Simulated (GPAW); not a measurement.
**Screening of a field by 2H-VSeTe monolayer**

Aim: the dipole that a field along the normal induces in 2H-VSeTe monolayer.

Main program and level: GPAW 26.7.0; GPAW, PAW setups; layer in a repeated cell with vacuum, relaxation of atoms and in-plane cell, in the first sound run; inputs show where later runs differ.

This is a report of a sequence of runs, with most program output left out.

### 1. The structure

The cell holds 3 atoms: 1 Te, 1 V and 1 Se. Cell: a = 3.465 Å, b = 3.465 Å, c = 21.582 Å, α = 90.0°, β = 90.0°, γ = 120.0°. Vacuum lies along c.

### 2. Relaxation

The atoms are relaxed first, since the surface dipole, and with it the work function, follows the positions of the outer layers.

Contents of run.py:

```python
import json
import numpy as np
from ase import Atoms
from ase.filters import FrechetCellFilter
from ase.optimize import BFGS
from gpaw import GPAW, PW

slab = Atoms(
    ['Te', 'V', 'Se'],
    positions=[
        [-0.00000, 2.00052, 9.00000],
        [0.00000, 0.00000, 10.92605],
        [-0.00000, 2.00052, 12.58205]],
    cell=[[3.465, 0.0, 0.0], [-1.7325, 3.00078, 0.0], [0.0, 0.0, 21.582]],
    pbc=[True, True, True],
    magmoms=[0.0, 1.0, 0.0])

slab.calc = GPAW(mode=PW(600), xc='PBE', kpts={'size': (9, 9, 1), 'gamma': True},
                 occupations={'name': 'fermi-dirac', 'width': 0.05}, nbands='160%',
                 convergence={'density': 1e-05}, maxiter=200,
                 symmetry={'tolerance': 1e-3}, txt='slab.txt')
result = {}
# The in-plane cell is free; stress needs a cell that repeats along all three vectors
path = []
opt = BFGS(FrechetCellFilter(slab, mask=[1, 1, 0, 0, 0, 1]), maxstep=0.2)
opt.attach(lambda: path.append((slab.get_potential_energy(), slab.positions.tolist(), slab.get_forces().tolist())))
result['relaxed'] = bool(opt.run(fmax=0.02, steps=45))
result['path'] = path
result['cell'] = slab.cell.tolist()
print('in-plane lattice', slab.cell.cellpar().round(4)[[0, 1, 5]])
energy = slab.get_potential_energy()
fermi = slab.calc.get_fermi_level()
v = slab.calc.get_electrostatic_potential().mean((0, 1)) - fermi
n = slab.calc.get_pseudo_density().mean((0, 1))
L = slab.cell[2, 2]
z = np.arange(len(v)) * L / len(v)
low, high = slab.positions[:, 2].min(), slab.positions[:, 2].max()
below, above = np.interp([low - 6.8, high + 6.8], z, v)
slopes = [np.interp(x, z, np.gradient(v, z)) for x in (low - 6.8, high + 6.8)]
eps = np.array([[slab.calc.get_eigenvalues(k, s) for k in range(len(slab.calc.get_ibz_k_points()))]
                for s in range(slab.calc.get_number_of_spins())]) - fermi
top, bottom = eps[eps < 0].max(), eps[eps > 0].min()
dipole = slab.get_dipole_moment()[2]
print(f'energy {energy:.4f} eV, Fermi level {fermi:.4f} eV, dipole {dipole:.5f} e A')
print(f'potential 6.8 A off the faces, from the Fermi level: lower {below:.4f} eV, upper {above:.4f} eV')
print(f'slope of the potential there: lower {slopes[0]:.5f}, upper {slopes[1]:.5f} eV/A')
print(f'nearest levels on the mesh: {top:.4f} and {bottom:.4f} eV')
print('magnetic moment', round(slab.get_magnetic_moment(), 3))
result.update(energy=energy, fermi=fermi, dipole=dipole, below=below, above=above, slopes=slopes, edges=[top, bottom],
              z=z.tolist(), v=v.tolist(), n=n.tolist(), positions=slab.positions.tolist(),
              forces=slab.get_forces(apply_constraint=False).tolist(), moments=slab.get_magnetic_moments().tolist())
json.dump(result, open('result.json', 'w'))
```

On the command line:

```console
$ OMP_NUM_THREADS=1 OPENBLAS_NUM_THREADS=1 python run.py
```

Elapsed: 8.4 min, on 1 thread of Intel Xeon at 2.60GHz (Ice Lake), shared host; peak memory 0.46 GiB.

This step gave:

```
dipole along the normal                    : -0.03792 e·Å
levels nearest the Fermi level on the mesh : -0.04689, 0.08980 eV from the Fermi level
site moments                               : -0.06715, 0.9300, -0.02834 μB
sum of the site moments                    : 0.8345 μB
```

Table of electrostatic potential energy of an electron (without an applied field's), less the Fermi level, planar mean by z:

```csv
z (Å),"electrostatic potential energy of an electron (without an applied field's), less the Fermi level, planar mean (eV)"
0,5.07
1,5.04
2,5.01
3,4.98
4,4.95
5,4.92
6,4.88
7,4.67
8,1.75
9,-20.6
10,-3.43
11,-11.8
12,-8.45
13,-3.70
14,4.82
15,5.24
16,5.24
17,5.21
18,5.18
19,5.15
20,5.12
21,5.09
```

The pseudo valence density, planar mean oscillates, so the rows of the table below give means over windows of 1 Å about each position, cut where the curve ends. Its maxima inside the range that stand out by 2 % of the span (Å: e/Å³): 8.6: 0.307, 9.7: 0.364, 10.9: 1.40, 12.8: 0.344. Its minima: 9.2: 0.111, 10.2: 0.307, 12.4: 0.203.

Table of pseudo valence density, planar mean by z; means over each step:

| z (Å) | pseudo valence density, planar mean (e/Å³) |
| --- | --- |
| 5 | 4.2e-5 |
| 6 | 7.0e-4 |
| 7 | 0.0117 |
| 8 | 0.140 |
| 9 | 0.216 |
| 10 | 0.359 |
| 11 | 1.01 |
| 12 | 0.373 |
| 13 | 0.249 |
| 14 | 0.0346 |
| 15 | 0.00171 |
| 16 | 9.3e-5 |

Site moment by atom:

| atom | site moment (μB) |
| --- | --- |
| Te1 | -0.067 |
| V2 | 0.930 |
| Se3 | -0.028 |

The relaxation lowered the energy of the cell by 0.157 eV (energies extrapolated to zero smearing; the optimiser's log prints free energies). The largest force left on a free atom is 0.012 eV/Å.

### 3. Plane waves, PBE

With the geometry fixed, the planar mean of the potential gives the vacuum level on each side.

This step: GPAW, PAW setups; slab in vacuum (GPAW 26.7.0).

The cell differs from the one that the last finished run ended in (c 21.582 → 21.339 Å).

Changes to run.py since step 2:

```diff
@@ -3,4 +3,2 @@
 from ase import Atoms
-from ase.filters import FrechetCellFilter
-from ase.optimize import BFGS
 from gpaw import GPAW, PW
@@ -10,22 +8,15 @@
     positions=[
-        [-0.00000, 2.00052, 9.00000],
-        [0.00000, 0.00000, 10.92605],
-        [-0.00000, 2.00052, 12.58205]],
-    cell=[[3.465, 0.0, 0.0], [-1.7325, 3.00078, 0.0], [0.0, 0.0, 21.582]],
-    pbc=[True, True, True],
+        [0.00000, 2.00586, 9.00000],
+        [-0.00000, -0.00000, 10.83901],
+        [0.00000, 2.00586, 12.33867]],
+    cell=[[3.47424, 0.0, 0.0], [-1.73712, 3.00878, 0.0], [0.0, 0.0, 21.3387]],
+    pbc=[True, True, False],
     magmoms=[0.0, 1.0, 0.0])
 
-slab.calc = GPAW(mode=PW(600), xc='PBE', kpts={'size': (9, 9, 1), 'gamma': True},
+slab.calc = GPAW(mode=PW(400), xc='PBE', kpts={'size': (9, 9, 1), 'gamma': True},
                  occupations={'name': 'fermi-dirac', 'width': 0.05}, nbands='160%',
                  convergence={'density': 1e-05}, maxiter=200,
+                 poissonsolver={'dipolelayer': 'xy'},
                  symmetry={'tolerance': 1e-3}, txt='slab.txt')
 result = {}
-# The in-plane cell is free; stress needs a cell that repeats along all three vectors
-path = []
-opt = BFGS(FrechetCellFilter(slab, mask=[1, 1, 0, 0, 0, 1]), maxstep=0.2)
-opt.attach(lambda: path.append((slab.get_potential_energy(), slab.positions.tolist(), slab.get_forces().tolist())))
-result['relaxed'] = bool(opt.run(fmax=0.02, steps=45))
-result['path'] = path
-result['cell'] = slab.cell.tolist()
-print('in-plane lattice', slab.cell.cellpar().round(4)[[0, 1, 5]])
 energy = slab.get_potential_energy()
```

Elapsed: 46 s, on 1 thread; peak memory 0.25 GiB.

Numbers from this step:

```yaml
dipole_along_the_normal: -0.02773 e·Å
levels_nearest_the_fermi_level_on_the_mesh: -0.04449, 0.08805 eV from the Fermi level
upper_work_function: 5.312 eV
lower_work_function: 4.835 eV
site_moments: -0.06691, 0.9277, -0.02811 μB
sum_of_the_site_moments: 0.8327 μB
```

The electrostatic potential energy of an electron (without an applied field's), less the Fermi level, planar mean by z:

| z (Å) | electrostatic potential energy of an electron (without an applied field's), less the Fermi level, planar mean (eV) |
| --- | --- |
| 0.0 | 5.07 |
| 0.5 | 4.84 |
| 1.0 | 4.84 |
| 1.5 | 4.84 |
| 2.0 | 4.84 |
| 2.5 | 4.84 |
| 3.0 | 4.84 |
| 3.5 | 4.84 |
| 4.0 | 4.84 |
| 4.5 | 4.84 |
| 5.0 | 4.83 |
| 5.5 | 4.83 |
| 6.0 | 4.82 |
| 6.5 | 4.77 |
| 7.0 | 4.57 |
| 7.5 | 3.78 |
| 8.0 | 0.686 |
| 8.5 | -9.62 |
| 9.0 | -21.4 |
| 9.5 | -10.2 |
| 10.0 | -3.11 |
| 10.5 | -8.34 |
| 11.0 | -11.0 |
| 11.5 | -4.95 |
| 12.0 | -11.3 |
| 12.5 | -15.5 |
| 13.0 | -1.34 |
| 13.5 | 3.76 |
| 14.0 | 4.97 |
| 14.5 | 5.23 |
| 15.0 | 5.29 |
| 15.5 | 5.31 |
| 16.0 | 5.31 |
| 16.5 | 5.31 |
| 17.0 | 5.31 |
| 17.5 | 5.31 |
| 18.0 | 5.31 |
| 18.5 | 5.31 |
| 19.0 | 5.31 |
| 19.5 | 5.31 |
| 20.0 | 5.31 |
| 20.5 | 5.31 |
| 21.0 | 5.28 |

The pseudo valence density, planar mean oscillates, so the rows of the table below give means over windows of 1 Å about each position, cut where the curve ends. Its maxima inside the range that stand out by 2 % of the span (Å: e/Å³): 8.5: 0.305, 9.6: 0.363, 10.9: 1.43, 12.8: 0.341. Its minima: 9.0: 0.105, 10.0: 0.303, 12.4: 0.200.

Table of pseudo valence density, planar mean by z; means over each step:

```csv
z (Å),"pseudo valence density, planar mean (e/Å³)"
5,6.0e-5
6,1.0e-3
7,0.0160
8,0.168
9,0.221
10,0.404
11,0.975
12,0.350
13,0.229
14,0.0257
15,0.00124
16,6.8e-5
```

The potential is flat to 6.1e-5 eV/Å where it is read, so the vacuum is wide enough.

### 4. In a field

A uniform field along the normal polarises the slab; the atoms stay fixed, so this is the electronic response alone.

Changes to run.py since step 3:

```diff
@@ -4,2 +4,3 @@
 from gpaw import GPAW, PW
+from gpaw.external import ConstantElectricField
 
@@ -19,2 +20,3 @@
                  poissonsolver={'dipolelayer': 'xy'},
+                 external=ConstantElectricField(-0.2, [0, 0, 1]),
                  symmetry={'tolerance': 1e-3}, txt='slab.txt')
```

Run time: 2.5 min. Hardware: 1 thread; peak memory 0.36 GiB.

Numbers from this step:

```yaml
dipole_along_the_normal: -0.09512 e·Å
levels_nearest_the_fermi_level_on_the_mesh: -0.05451, 0.09363 eV from the Fermi level
site_moments: -0.06754, 0.9318, -0.02875 μB
sum_of_the_site_moments: 0.8355 μB
potential_below_the_slab_the_applied_field_s_own_ramp_left_out: 4.238 eV from the Fermi level
potential_above_the_slab_the_applied_field_s_own_ramp_left_out: 5.884 eV from the Fermi level
```

Electrostatic potential energy of an electron (without an applied field's), less the Fermi level, planar mean against z:

```csv
z (Å),"electrostatic potential energy of an electron (without an applied field's), less the Fermi level, planar mean (eV)"
0,5.06
1,4.24
2,4.24
3,4.24
4,4.24
5,4.24
6,4.22
7,4.00
8,0.194
9,-21.7
10,-3.23
11,-11.0
12,-11.0
13,-0.890
14,5.52
15,5.86
16,5.88
17,5.88
18,5.88
19,5.88
20,5.88
21,5.77
```

The dipole is now -0.0951 e Å, against -0.028 in the run without a field.

### 5. In a field

Changes to run.py since step 4:

```diff
@@ -20,3 +20,3 @@
                  poissonsolver={'dipolelayer': 'xy'},
-                 external=ConstantElectricField(-0.2, [0, 0, 1]),
+                 external=ConstantElectricField(-0.1, [0, 0, 1]),
                  symmetry={'tolerance': 1e-3}, txt='slab.txt')
```

Wall time 2.5 min (1 thread); peak memory 0.36 GiB.

This step gave:

- dipole along the normal: -0.06133 e·Å
- levels nearest the Fermi level on the mesh: -0.04946, 0.09077 eV from the Fermi level
- site moments: -0.06723, 0.9298, -0.02843 μB
- sum of the site moments: 0.8341 μB
- potential below the slab, the applied field's own ramp left out: 4.536 eV from the Fermi level
- potential above the slab, the applied field's own ramp left out: 5.597 eV from the Fermi level

The electrostatic potential energy of an electron (without an applied field's), less the Fermi level, planar mean by z:

| z (Å) | electrostatic potential energy of an electron (without an applied field's), less the Fermi level, planar mean (eV) |
| --- | --- |
| 0 | 5.07 |
| 1 | 4.54 |
| 2 | 4.54 |
| 3 | 4.54 |
| 4 | 4.54 |
| 5 | 4.54 |
| 6 | 4.52 |
| 7 | 4.29 |
| 8 | 0.440 |
| 9 | -21.6 |
| 10 | -3.17 |
| 11 | -11.0 |
| 12 | -11.2 |
| 13 | -1.11 |
| 14 | 5.24 |
| 15 | 5.58 |
| 16 | 5.60 |
| 17 | 5.60 |
| 18 | 5.60 |
| 19 | 5.60 |
| 20 | 5.60 |
| 21 | 5.52 |

The dipole is now -0.0613 e Å, against -0.028 in the run without a field.

### 6. In a field

Changes to run.py since step 5:

```diff
@@ -20,3 +20,3 @@
                  poissonsolver={'dipolelayer': 'xy'},
-                 external=ConstantElectricField(-0.1, [0, 0, 1]),
+                 external=ConstantElectricField(-0.05, [0, 0, 1]),
                  symmetry={'tolerance': 1e-3}, txt='slab.txt')
```

Elapsed: 2.5 min, on 1 thread; peak memory 0.36 GiB.

Table of electrostatic potential energy of an electron (without an applied field's), less the Fermi level, planar mean by z:

z (Å), electrostatic potential energy of an electron (without an applied field's), less the Fermi level, planar mean (eV) and a bar from the least value:
```
        0        5.1 ##############################
        1        4.7 #############################
        2        4.7 #############################
        3        4.7 #############################
        4        4.7 #############################
        5        4.7 #############################
        6        4.7 #############################
        7        4.4 #############################
        8        0.6 #########################
        9      -21.5 
       10       -3.1 ####################
       11      -11.0 ############
       12      -11.2 ###########
       13       -1.2 #######################
       14        5.1 ##############################
       15        5.4 ##############################
       16        5.5 ##############################
       17        5.5 ##############################
       18        5.5 ##############################
       19        5.5 ##############################
       20        5.5 ##############################
       21        5.4 ##############################
```

### 7. Field on

Changes to run.py since step 6:

```diff
@@ -20,3 +20,3 @@
                  poissonsolver={'dipolelayer': 'xy'},
-                 external=ConstantElectricField(-0.05, [0, 0, 1]),
+                 external=ConstantElectricField(0.05, [0, 0, 1]),
                  symmetry={'tolerance': 1e-3}, txt='slab.txt')
```

The job ended after 2.5 min (1 thread; peak memory 0.36 GiB).

The electrostatic potential energy of an electron (without an applied field's), less the Fermi level, planar mean by z:

```
z (Å)  electrostatic potential energy of an electron (without an applied field's), less the Fermi level, planar mean (eV)
    0                                                                                                                5.08
    1                                                                                                                4.99
    2                                                                                                                4.99
    3                                                                                                                4.99
    4                                                                                                                4.99
    5                                                                                                                4.98
    6                                                                                                                4.97
    7                                                                                                                4.72
    8                                                                                                               0.809
    9                                                                                                               -21.3
   10                                                                                                               -3.08
   11                                                                                                               -11.1
   12                                                                                                               -11.4
   13                                                                                                               -1.45
   14                                                                                                                4.83
   15                                                                                                                5.15
   16                                                                                                                5.17
   17                                                                                                                5.17
   18                                                                                                                5.17
   19                                                                                                                5.17
   20                                                                                                                5.17
   21                                                                                                                5.16
```

### 8. In a field

Changes to run.py since step 7:

```diff
@@ -20,3 +20,3 @@
                  poissonsolver={'dipolelayer': 'xy'},
-                 external=ConstantElectricField(0.05, [0, 0, 1]),
+                 external=ConstantElectricField(0.1, [0, 0, 1]),
                  symmetry={'tolerance': 1e-3}, txt='slab.txt')
```

It took 2.5 min on 1 thread; peak memory 0.36 GiB.

The dipole is now 0.00627 e Å, against -0.028 in the run without a field.

[end of part 1 of 2]

[Logs are printed without paths, hosts, clocks, repeated set-up lines and the standing remarks that a program may print on its own settings, such as how far it seeks lower states.]

[Hosts, paths, dates, database ids (printed as entryN), source tags and the programs' standing remarks are cut or masked in the printed files.]
